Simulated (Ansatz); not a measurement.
# An extra electron or hole in a frame of liquid Li(F,Br) from 1000 K (116 atoms), part 3 of 4

Does an extra electron or hole in a frame of liquid Li(F,Br) from 1000 K (116 atoms) stay spread out, or do the atoms trap it?

Ansatz 0.2.0; Kohn-Sham DFT, PBE, PAW (set soft_2), plane waves.

The cell: 58 Li, 22 F and 36 Br. The starting topology of bonds comes from the classical model. The ion parameters were fitted for water, not for melts. Sampling is at Γ alone, for a cell whose shortest periodic width is 14 Å. The liquid is relaxed first.

So far. Step 3 (Relaxation): The relaxation converged after 21 steps, 13.8 eV below its start, with a largest force component of 0.046 eV/Å. Step 5 (An extra electron, atoms held): An extra electron, atoms held: the energy stands 3.73 eV above that of the reference. An odd electron should give 1 μB; this run ended with the carrier shared between both spins.

### Step 6. An extra electron, atoms relaxed

The atoms now respond to the charge; the energy gained comes from screening by the atoms, from trapping if the charge localises, and from any strain left in the reference.

Contents of input.yaml:

```yaml
crystal:
  lattice:
    - [13.99184, 0.0, 0.0]
    - [0.0, 13.99184, 0.0]
    - [0.0, 0.0, 13.99184]
  atoms:
    [... the 116 atom lines of step 4 ...]
total_charge: -1
kpoints:
  mp_grid: { grid: [1, 1, 1] }
hamiltonian:
  xc: pbe
scf:
  occupations: { method: fermi_dirac, width: 0.01 }
  lower_state_search: "off"
output:
  forces: true
magnetization:
  spin_polarized: true
  initial_magnetization: 1
relax:
  f_tol: 0.05
  max_steps: 90
```

Run with:

```
ansatz run input.yaml --threads 4 --pin off --max-ram 8192MiB --backend cpu --events-out ev --progress --plain --runs-dir out
```

Output:

```text
[...]
Crystal: 116 atoms, lattice volume = 2739.205 Å³
Basis set: ecut = 420 eV, 53643 PW (Γ), exchange–correlation on 192×192×192 points (8 copies of the dense FFT grid, shifted against one another)
Bands: 407, of which v1, the nominal top of the filled ones, is band 291 counted from 1 (290 counted from 0)
Symmetry: 1 space group operations
[...]
k-points: 1
[...]
Starting moments: Σ|m| = 1 μB on 116 of 116 sites
[...]
SCF iter   1: F=—  HF=-130050.908053 eV  |F-HF|=—  |Δ(HF+E_count)|=         —  Δρ=3.32e-2 (↑3.32e-2 ↓3.32e-2)  dr2=1.25e2  dr2_m=1.57e-2  M=1.000 μB ∫|m|=1.009 μB  β_m=1.00  ethr=3.10e-3  ⟨swp⟩=7.0  Hψ=3910  notcnv=0  defer=142
[...]
SCF iter  14: F=-130018.341730 eV  HF=-130018.341729 eV  |F-HF|=5.41e-7  |Δ(HF+E_count)|=   1.59e-5  Δρ=2.11e-6 (↑2.11e-6 ↓1.62e-6)  dr2=2.85e-7  dr2_m=6.42e-8  M=0.004 μB ∫|m|=0.005 μB  ethr=5.20e-10  ⟨swp⟩=1.0  Hψ=2001  notcnv=0
[...]
SCF 1 converged in 14 iterations: F = -130018.341730 eV  dr2 = 2.85e-7
[...]
relax step   1: F+E_penalty+E_count = -130018.34172999 eV  Δ(F+E_penalty+E_count) = +0.000e0 eV  max|allowed force component| = 6.294e-2 eV/Å  Δτ_max = 0.0000 Å  (14 SCF iters, dr2 threshold 6.25e-5 eV, accepted)
[...]
Starting moments: Σ|m| = 1 μB on 116 of 116 sites; this step starts from the density that it was given
[...]
SCF iter   9: F=-130018.364141 eV  HF=-130018.364141 eV  |F-HF|=3.33e-9  |Δ(HF+E_count)|=   2.18e-8  Δρ=2.05e-7 (↑2.05e-7 ↓2.04e-7)  dr2=2.36e-9  dr2_m=4.36e-10  M=0.001 μB ∫|m|=0.001 μB  ethr=5.57e-12  ⟨swp⟩=1.0  Hψ=1923  notcnv=0
the starting moments were not kept: the SCF closed with an absolute magnetisation of 9.1e-4 μB, where they sum to 1 μB in size (116 sites). That is at most 0.1 of that sum. Measured as dr2_m measures the in/out step, that magnetisation stands 1.2e-9 eV from none, at or under the dr2_threshold of 1.0e-7 eV: it is no larger than a step whose dr2_m would equal this threshold.
SCF 2 converged in 9 iterations: F = -130018.364141 eV  dr2 = 2.36e-9
relax step   2: F+E_penalty+E_count = -130018.36414091 eV  Δ(F+E_penalty+E_count) = -2.241e-2 eV  max|allowed force component| = 4.758e-2 eV/Å  Δτ_max = 0.0668 Å  (9 SCF iters, accepted)
SCF converged after 9 iterations
Magnetization: 0.0008 μB (290.5004 up, 290.4996 down)
Absolute magnetization: 0.0009 μB (∫|ρ↑−ρ↓|, with the PAW one-centre terms)
[...]
Per-site moments (μB) at R_I (Å): [(5.283993e-7, 0.743580), (4.232759e-7, 0.749766), (8.746250e-7, 0.796194), (3.031661e-7, 0.764396), (1.904640e-6, 1.030578), [...]
Free energy (F): -130018.364141 eV
[...]
Internal energy: -130018.350278 eV  (E = F + TS)
E sigma→0 (E₀):  -130018.357209 eV
Entropy (-TS):   -0.013863 eV (-0.120 meV/atom)
Fermi energy:    3.699634 eV
[...]
--- Forces (eV/Å), atoms counted from 1 ---
  atom   1  Li     0.02194594     0.00189232     0.00200857
  atom   2  Li    -0.00531549    -0.00727146     0.01621777
  atom   3  Li    -0.00671301     0.00969101     0.00392661
  atom   4  Li    -0.01218012    -0.01579539     0.00581126
  atom   5  Li     0.00458063    -0.00398388    -0.00220780
  atom   6  Li    -0.01532187    -0.00714616    -0.00187453
  atom   7  Li     0.02054972     0.00727743     0.00075553
  atom   8  Li     0.01087960    -0.01464251     0.00340126
  atom   9  Li     0.00495158     0.00396669    -0.01044611
  atom  10  Li    -0.00714082    -0.00664525    -0.00490631
  atom  11  Li     0.00022772    -0.03060336     0.03894744
  atom  12  Li    -0.00996028    -0.00136848     0.00869331
  atom  13  Li     0.00931030    -0.00834354     0.00682176
  atom  14  Li    -0.00246058     0.00296706    -0.00425887
[...]
atom 115  Br     0.00418088     0.00227645     0.00324893
  atom 116  Br     0.00440010     0.00442938     0.01307912
  max |Σ_I F_I| component: 1.51e-5 eV/Å
--- Relaxed structure (2 steps of the walk, 2 accepted, 0 SCFs on fresh bases) ---
  F+E_penalty+E_count = -130018.36414091 eV   max|allowed force component| = 4.758e-2 eV/Å
  atoms:
    - { symbol: Li, position: [0.136867, 0.915317, 0.538381] }
    - { symbol: Li, position: [0.693702, 0.503779, 0.186927] }
    - { symbol: Li, position: [0.864859, 0.933615, 0.028639] }
    - { symbol: Li, position: [0.921493, 0.668007, 0.458986] }
[...]
- { symbol: Br, position: [0.816533, 0.771692, 0.103867] }
```

Run time: 2.4 min. Hardware: 4 threads of Arm Neoverse V1, shared host; peak memory 5.4 GiB; 9.3 min of CPU time.

The relaxation converged after 2 steps, 0.0224 eV below its start, with a largest force component of 0.048 eV/Å.

An extra electron, atoms relaxed: the energy stands 3.70 eV above that of the reference. An odd electron should give 1 μB; this run ended with the carrier shared between both spins.

### Step 7. An extra electron, levels at the relaxed geometry

A single point at the new geometry gives levels and spin density.

Contents of input.yaml:

```yaml
crystal:
  lattice:
    - [13.99184, 0.0, 0.0]
    - [0.0, 13.99184, 0.0]
    - [0.0, 0.0, 13.99184]
  atoms:
    - { symbol: Li, position: [0.13687, 0.91532, 0.53838] }
    - { symbol: Li, position: [0.6937, 0.50378, 0.18693] }
    - { symbol: Li, position: [0.86486, 0.93361, 0.02864] }
    - { symbol: Li, position: [0.92149, 0.66801, 0.45899] }
    - { symbol: Li, position: [0.64197, 0.77896, 0.15776] }
    - { symbol: Li, position: [0.42142, 0.74208, 0.1066] }
    [... 104 atom lines left out ...]
    - { symbol: Br, position: [0.07632, 0.73809, 0.245] }
    - { symbol: Br, position: [0.98801, 0.02632, 0.49217] }
    - { symbol: Br, position: [0.55059, 0.2799, 0.77447] }
    - { symbol: Br, position: [0.40795, 0.04571, 0.37396] }
    - { symbol: Br, position: [0.6479, 0.18651, 0.02663] }
    - { symbol: Br, position: [0.81653, 0.77169, 0.10387] }
total_charge: -1
kpoints:
  mp_grid: { grid: [1, 1, 1] }
hamiltonian:
  xc: pbe
scf:
  occupations: { method: fermi_dirac, width: 0.01 }
  lower_state_search: "off"
output:
  forces: true
  stress: true
  populations: true
  dos:
    method: { smearing: { sigma: 0.15 } }
    de: 0.1
    projected: { site_lists: { Br: [Br], F: [F], Li: [Li] } }
  eigenvalues: true
  write_density: true
  write_potential: true
  volumetric_format: npy
magnetization:
  spin_polarized: true
  initial_magnetization: 1
```

Output:

```text
[...]
Crystal: 116 atoms, lattice volume = 2739.205 Å³
Basis set: ecut = 420 eV, 53643 PW (Γ), exchange–correlation on 192×192×192 points (8 copies of the dense FFT grid, shifted against one another)
Bands: 407, of which v1, the nominal top of the filled ones, is band 291 counted from 1 (290 counted from 0)
Symmetry: 1 space group operations
[...]
k-points: 1
[...]
Starting moments: Σ|m| = 1 μB on 116 of 116 sites
[...]
SCF iter   1: F=—  HF=-130050.941340 eV  |F-HF|=—  |Δ(HF+E_count)|=         —  Δρ=3.32e-2 (↑3.32e-2 ↓3.32e-2)  dr2=1.25e2  dr2_m=1.60e-2  M=1.000 μB ∫|m|=1.009 μB  β_m=1.00  ethr=3.10e-3  ⟨swp⟩=7.0  Hψ=3910  notcnv=0  defer=137
[...]
SCF iter   2: F=—  HF=-130025.678801 eV  |F-HF|=—  |Δ(HF+E_count)|=         —  Δρ=1.17e-2 (↑1.16e-2 ↓1.17e-2)  dr2=2.76e1  dr2_m=8.91e-4  M=0.995 μB ∫|m|=1.040 μB  β_m=0.30  ethr=3.10e-3  ⟨swp⟩=2.0  Hψ=1416  notcnv=0  defer=220
[...]
SCF iter   8: F=—  HF=-130018.356720 eV  |F-HF|=—  |Δ(HF+E_count)|=   1.88e-2  Δρ=1.53e-4 (↑1.50e-4 ↓1.53e-4)  dr2=1.28e-3  dr2_m=2.88e-4  M=0.363 μB ∫|m|=0.394 μB  β_m=0.30  ethr=2.76e-6  ⟨swp⟩=3.0  Hψ=997  notcnv=0  defer=220
[...]
SCF iter  10: F=—  HF=-130018.361690 eV  |F-HF|=—  |Δ(HF+E_count)|=   3.25e-3  Δρ=3.50e-5 (↑3.50e-5 ↓3.02e-5)  dr2=1.01e-4  dr2_m=1.40e-5  M=0.169 μB ∫|m|=0.182 μB  β_m=0.74  ethr=1.45e-7  ⟨swp⟩=3.0  Hψ=1200  notcnv=0  defer=220
[...]
SCF iter  16: F=-130018.364132 eV  HF=-130018.364131 eV  |F-HF|=1.66e-8  |Δ(HF+E_count)|=   1.05e-7  Δρ=3.82e-7 (↑3.52e-7 ↓3.82e-7)  dr2=4.55e-9  dr2_m=2.82e-9  M=0.002 μB ∫|m|=0.002 μB  β_m=0.93  ethr=1.31e-11  ⟨swp⟩=7.0  Hψ=4758  notcnv=0
SCF iter  17: F=-130018.364132 eV  HF=-130018.364132 eV  |F-HF|=1.75e-9  |Δ(HF+E_count)|=   3.95e-8  Δρ=1.27e-7 (↑1.15e-7 ↓1.27e-7)  dr2=4.56e-10  dr2_m=2.96e-10  M=0.001 μB ∫|m|=0.001 μB  ethr=1.00e-12  ⟨swp⟩=6.0  Hψ=3935  notcnv=0
[...]
SCF 1 converged in 17 iterations: F = -130018.364132 eV  dr2 = 4.56e-10
[...]
SCF converged after 17 iterations
Magnetization: 0.0007 μB (290.5004 up, 290.4996 down)
Absolute magnetization: 0.0008 μB (∫|ρ↑−ρ↓|, with the PAW one-centre terms)
[...]
Per-site moments (μB) at R_I (Å): [(4.429792e-7, 0.743602), (3.550033e-7, 0.749790), (7.344987e-7, 0.796212), (2.547572e-7, 0.764425), (1.657219e-6, 1.030579), [...]
Free energy (F): -130018.364132 eV
[...]
Internal energy: -130018.350269 eV  (E = F + TS)
E sigma→0 (E₀):  -130018.357200 eV
Entropy (-TS):   -0.013863 eV (-0.120 meV/atom)
Fermi energy:    3.699634 eV
[...]
Σ components = -130018.364132   (vs F -130018.364132, Δ=0.00e0)
--- Forces (eV/Å), atoms counted from 1 ---
  atom   1  Li     0.02202582     0.00185398     0.00177656
  atom   2  Li    -0.00529677    -0.00745439     0.01627354
  atom   3  Li    -0.00682252     0.00993349     0.00382492
  atom   4  Li    -0.01206461    -0.01617752     0.00564885
[...]
atom 116  Br     0.00453391     0.00446846     0.01292524
  max |Σ_I F_I| component: 2.37e-5 eV/Å
--- Stress (GPa, compression-positive) ---
       -1.018739       0.084207       0.082372
        0.084208      -1.398526      -0.123665
        0.082373      -0.123665      -0.787536
  P = ⅓ Tr σ = -1.0683 GPa (-10.683 kbar)
--- Band table (eV) ---
[...]
--- Löwdin populations: 116 sites ---
  site symbol       q [e]    m [muB]
     0     Li      2.3074     0.0000
     1     Li      2.3124     0.0000
     2     Li      2.3424     0.0000
[...]
115     Br      7.5705     0.0000
  spilling = 0.006122 (of n_electrons = 581.000000)
```

Elapsed: 2.6 min, on 4 threads; peak memory 5.6 GiB.

An extra electron, levels at the relaxed geometry: the energy stands 3.70 eV above that of the reference. An odd electron should give 1 μB; this run ended with the carrier shared between both spins.

The levels nearest the highest filled one (over half full), pooled over k-points and spins:

```
level less the highest filled one (eV)  occupation
                                 -4.14           1
                                 -4.14           1
                                     0         0.5
                                     0         0.5
                                 0.913           0
                                 0.913           0
                                  1.02           0
                                  1.02           0
```

### Step 8. Neutral at the geometry of the electron

The neutral cell at the new geometry gives the energy of that geometry without the charge.

Contents of input.yaml:

```yaml
crystal:
  lattice:
    - [13.99184, 0.0, 0.0]
    - [0.0, 13.99184, 0.0]
    - [0.0, 0.0, 13.99184]
  atoms:
    [... the 116 atom lines of step 7 ...]
kpoints:
  mp_grid: { grid: [1, 1, 1] }
hamiltonian:
  xc: pbe
scf:
  occupations: { method: fixed }
output:
  forces: true
  stress: true
  populations: true
  dos:
    method: { smearing: { sigma: 0.15 } }
    de: 0.1
    projected: { site_lists: { Br: [Br], F: [F], Li: [Li] } }
  eigenvalues: true
```

Output:

```text
[...]
Crystal: 116 atoms, lattice volume = 2739.205 Å³
Basis set: ecut = 420 eV, 53643 PW (Γ), exchange–correlation on 192×192×192 points (8 copies of the dense FFT grid, shifted against one another)
Bands: 406, of which v1, the nominal top of the filled ones, is band 290 counted from 1 (289 counted from 0)
Symmetry: 1 space group operations
[...]
k-points: 1
[...]
SCF iter   1: F=—  HF=-130022.061012 eV  |F-HF|=—  |Δ(HF+E_count)|=         —  Δρ=8.57e-4  dr2=5.34e-2  ethr=1.77e-3  ⟨swp⟩=5.0  Hψ=1426  notcnv=0  defer=111
[...]
SCF iter   8: F=—  HF=-130022.063593 eV  |F-HF|=—  |Δ(HF+E_count)|=   3.49e-7  Δρ=2.27e-6  dr2=1.50e-7  ethr=3.53e-10  ⟨swp⟩=3.0  Hψ=578  notcnv=0  defer=112
SCF iter   9: F=-130022.063593 eV  HF=-130022.063593 eV  |F-HF|=8.51e-9  |Δ(HF+E_count)|=   1.38e-8  Δρ=4.51e-7  dr2=1.02e-8  ethr=1.72e-11  ⟨swp⟩=21.0  Hψ=3030  notcnv=0
SCF 1 converged in 9 iterations: F = -130022.063593 eV  dr2 = 1.02e-8
[...]
SCF converged after 9 iterations
Free energy (F): -130022.063593 eV
[...]
Internal energy: -130022.063593 eV  (E = F + TS)
E sigma→0 (E₀):  -130022.063593 eV
Fermi energy:    -0.377941 eV
[...]
Σ components = -130022.063593   (vs F -130022.063593, Δ=0.00e0)
--- Forces (eV/Å), atoms counted from 1 ---
  atom   1  Li     0.03973620    -0.02262592     0.03231035
  atom   2  Li    -0.00882157    -0.00006927     0.02141631
  atom   3  Li    -0.01168226    -0.00476493    -0.05308970
  atom   4  Li    -0.02433860    -0.02999344     0.02928196
[...]
atom 116  Br     0.02608495     0.04492002     0.04187947
  max |Σ_I F_I| component: 2.39e-5 eV/Å
--- Stress (GPa, compression-positive) ---
       -1.001629       0.088002       0.089097
        0.088002      -1.387363      -0.119585
        0.089098      -0.119585      -0.762274
  P = ⅓ Tr σ = -1.0504 GPa (-10.504 kbar)
--- Band table (eV) ---
[...]
--- Löwdin populations: 116 sites ---
  site symbol       q [e]
     0     Li      2.2937
     1     Li      2.3011
     2     Li      2.3244
[...]
115     Br      7.5655
  spilling = 0.006051 (of n_electrons = 580.000000)
```

Elapsed: 45 s, on 4 threads; peak memory 3.2 GiB; 2.9 min of CPU time.

Neutral at the geometry of the electron: the energy stands 0.00394 eV above that of the reference.

### Step 9. An extra hole, atoms held

The electron count changes by one with the atoms held: a vertical process, on a uniform background, with spin and a narrow Fermi–Dirac smearing. Its energy against the neutral cell hangs on the program's zero of potential.

input.yaml: that of step 8 with these lines changed.

```diff
@@ -6,3 +6,4 @@
   atoms:
-    [... the 116 atom lines of step 7 ...]
+    [... the 116 atom lines of step 4 ...]
+total_charge: 1
 kpoints:
@@ -12,3 +13,4 @@
 scf:
-  occupations: { method: fixed }
+  occupations: { method: fermi_dirac, width: 0.01 }
+  lower_state_search: "off"
 output:
@@ -22 +24,7 @@
   eigenvalues: true
+  write_density: true
+  write_potential: true
+  volumetric_format: npy
+magnetization:
+  spin_polarized: true
+  initial_magnetization: 1
```

Output:

```text
[...]
Crystal: 116 atoms, lattice volume = 2739.205 Å³
Basis set: ecut = 420 eV, 53643 PW (Γ), exchange–correlation on 192×192×192 points (8 copies of the dense FFT grid, shifted against one another)
Bands: 406, of which v1, the nominal top of the filled ones, is band 290 counted from 1 (289 counted from 0)
Symmetry: 1 space group operations
[...]
k-points: 1
[...]
Starting moments: Σ|m| = 1 μB on 116 of 116 sites
[...]
SCF iter   1: F=—  HF=-130050.550031 eV  |F-HF|=—  |Δ(HF+E_count)|=         —  Δρ=3.52e-2 (↑3.01e-2 ↓3.52e-2)  dr2=1.20e2  dr2_m=1.31e0  M=1.000 μB ∫|m|=1.060 μB  β_m=1.00  ethr=3.10e-3  ⟨swp⟩=7.0  Hψ=3888  notcnv=0  defer=138
[...]
SCF iter   2: F=—  HF=-130028.205940 eV  |F-HF|=—  |Δ(HF+E_count)|=         —  Δρ=1.63e-2 (↑1.29e-2 ↓1.63e-2)  dr2=3.06e1  dr2_m=1.14e0  M=0.041 μB ∫|m|=0.160 μB  β_m=0.30  ethr=3.10e-3  ⟨swp⟩=3.0  Hψ=1422  notcnv=0  defer=218
[...]
spin=Collinear: Kerker preconditioning applied to the charge; magnetization (m = ρ↑ − ρ↓) channel mixes plain (no charge-response kernel on spin).
SCF iter   3: F=—  HF=-130026.125518 eV  |F-HF|=—  |Δ(HF+E_count)|=    2.08e0  Δρ=1.13e-2 (↑9.69e-3 ↓1.13e-2)  dr2=2.11e1  dr2_m=5.81e-1  M=0.074 μB ∫|m|=0.173 μB  β_m=0.30  ethr=3.10e-3  ⟨swp⟩=1.5  Hψ=1030  notcnv=0  defer=218
SCF iter   4: F=—  HF=-130024.418885 eV  |F-HF|=—  |Δ(HF+E_count)|=    1.71e0  Δρ=7.46e-3 (↑6.99e-3 ↓7.46e-3)  dr2=1.41e1  dr2_m=2.98e-1  M=0.089 μB ∫|m|=0.165 μB  β_m=0.30  ethr=3.10e-3  ⟨swp⟩=2.0  Hψ=608  notcnv=0  defer=218
[...]
SCF iter   9: F=—  HF=-130021.858793 eV  |F-HF|=—  |Δ(HF+E_count)|=   3.40e-2  Δρ=2.56e-3 (↑2.45e-3 ↓2.56e-3)  dr2=2.47e0  dr2_m=1.24e-2  M=0.134 μB ∫|m|=0.160 μB  β_m=0.30  ethr=5.74e-4  ⟨swp⟩=1.0  Hψ=764  notcnv=0  defer=218
[...]
SCF iter  11: F=—  HF=-130021.837545 eV  |F-HF|=—  |Δ(HF+E_count)|=   2.34e-2  Δρ=1.56e-3 (↑1.32e-3 ↓1.56e-3)  dr2=1.69e0  dr2_m=1.00e-2  M=0.728 μB ∫|m|=0.747 μB  β_m=0.69  ethr=3.37e-4  ⟨swp⟩=1.0  Hψ=594  notcnv=0  defer=218
[...]
SCF iter  48: F=-130021.488706 eV  HF=-130021.488706 eV  |F-HF|=6.82e-8  |Δ(HF+E_count)|=  4.66e-10  Δρ=7.81e-7 (↑9.90e-8 ↓7.81e-7)  dr2=7.94e-8  dr2_m=3.73e-9  M=0.985 μB ∫|m|=1.041 μB  β_m=0.62  ethr=5.67e-12  ⟨swp⟩=5.0  Hψ=3776  notcnv=0  recentre
SCF iter  49: F=-130021.488706 eV  HF=-130021.488706 eV  |F-HF|=1.40e-8  |Δ(HF+E_count)|=   3.17e-9  Δρ=1.98e-7 (↑8.02e-8 ↓1.98e-7)  dr2=1.66e-8  dr2_m=1.99e-10  M=0.985 μB ∫|m|=1.041 μB  ethr=5.67e-12  ⟨swp⟩=5.0  Hψ=3306  notcnv=0
SCF 1 converged in 49 iterations: F = -130021.488706 eV  dr2 = 1.66e-8
[...]
SCF converged after 49 iterations
Magnetization: 0.9846 μB (289.9923 up, 289.0077 down)
Absolute magnetization: 1.0301 μB (∫|ρ↑−ρ↓|, with the PAW one-centre terms)
[...]
Per-site moments (μB) at R_I (Å): [(-1.647371e-5, 0.743614), (-2.462781e-5, 0.750254), (0.000112151, 0.796760), (7.593711e-5, 0.764269), (-7.736675e-5, 1.027823), [...]
Free energy (F): -130021.488706 eV
[...]
Internal energy: -130021.467051 eV  (E = F + TS)
E sigma→0 (E₀):  -130021.477878 eV
Entropy (-TS):   -0.021655 eV (-0.187 meV/atom)
Fermi energy:    -0.654154 eV
[...]
Σ components = -130021.488706   (vs F -130021.488706, Δ=0.00e0)
--- Forces (eV/Å), atoms counted from 1 ---
  atom   1  Li    -0.01417359     0.05208808    -0.00796108
  atom   2  Li     0.00978331    -0.04870844     0.07209267
  atom   3  Li     0.00920543     0.01172276     0.06314664
  atom   4  Li    -0.03414107    -0.00457961    -0.01392291
[...]
atom 116  Br    -0.02316419    -0.02215512    -0.01278829
  max |Σ_I F_I| component: 1.55e-4 eV/Å
--- Stress (GPa, compression-positive) ---
       -0.835224       0.077040       0.092996
        0.077040      -1.189296      -0.091800
        0.092997      -0.091800      -0.612512
  P = ⅓ Tr σ = -0.8790 GPa (-8.790 kbar)
--- Band table (eV) ---
[...]
--- Löwdin populations: 116 sites ---
  site symbol       q [e]    m [muB]
     0     Li      2.2921    -0.0002
     1     Li      2.2984    -0.0005
     2     Li      2.3220    -0.0000
[...]
115     Br      7.5590     0.0077
  spilling = 0.005954 (of n_electrons = 579.000000)
```

The job ended after 3.8 min (4 threads; peak memory 5.5 GiB; 15 min of CPU time).

An extra hole, atoms held: the energy stands 0.579 eV above that of the reference, with a moment of 0.98 μB.

The levels nearest the highest filled one (over half full), pooled over k-points and spins:

```
level less the highest filled one (eV)  occupation
                               -0.0272       0.944
                               -0.0196       0.887
                                -0.008        0.71
                                     0       0.524
                                  4.44           0
                                  4.45           0
                                  5.41           0
                                  5.42           0
```

Spin density in the bc plane at fractional x = 0.055, with atoms of Li and F and Br within 0.2 Å of it.

Ten even steps from '0' (-1.04 × 1e-3 e/Å³) to '9' (7.43 × 1e-3 e/Å³), each cell a mean:
```
111111112221111111111111111111111110132
111111111111113432111111111111111111111
111111111111137974111111111111111111111
111111111111123321111111111111111111111
111111111111111343211111111111111111111
111111111111112232211111111111111111111
111111111111111111111111111111111111111
111111111111111111111111111111111111111
111111111111111111111111112332111111111
111111111111111111111111123651011111111
111111111111111111111111112310221111111
111111111111111111111111111111221111111
111111111111111111111111111111111111111
111111111111111111111111111111111111111
111111111111111111111111111111111111111
111111111111111111111111111111111111111
111111111111111211111111111111111111111
111111111111111111111111111111111111111
111111111111111111111111111111111111111
111111111111111111111111111111111111111
111111123221111111111111111111111111111
111111245421111111111111111111111111111
111111222023211111111111111111111111221
111111123564211111111111111111111112343
```
Columns run along b (14.0 Å), rows up along c (14.0 Å). Atoms in or near the plane, at fractional coordinates: Li at (0.08, 0.34), Li at (0.33, 0.40), Li at (0.53, 0.32), Li at (0.92, 0.17), F at (0.16, 0.80), F at (0.40, 0.28), Br at (0.24, 0.06), Br at (0.74, 0.57), Br at (0.92, 0.99).

(Part 3 of 4 ends here.)

[Long decimals in the printed logs are rounded to 6 places.]

[Logs are printed without paths, hosts, clocks, repeated set-up lines and the standing remarks that a program may print on its own settings, such as how far it seeks lower states.]

[Hosts, paths, dates, database ids (printed as entryN), source tags and the programs' standing remarks are cut or masked in the printed files.]
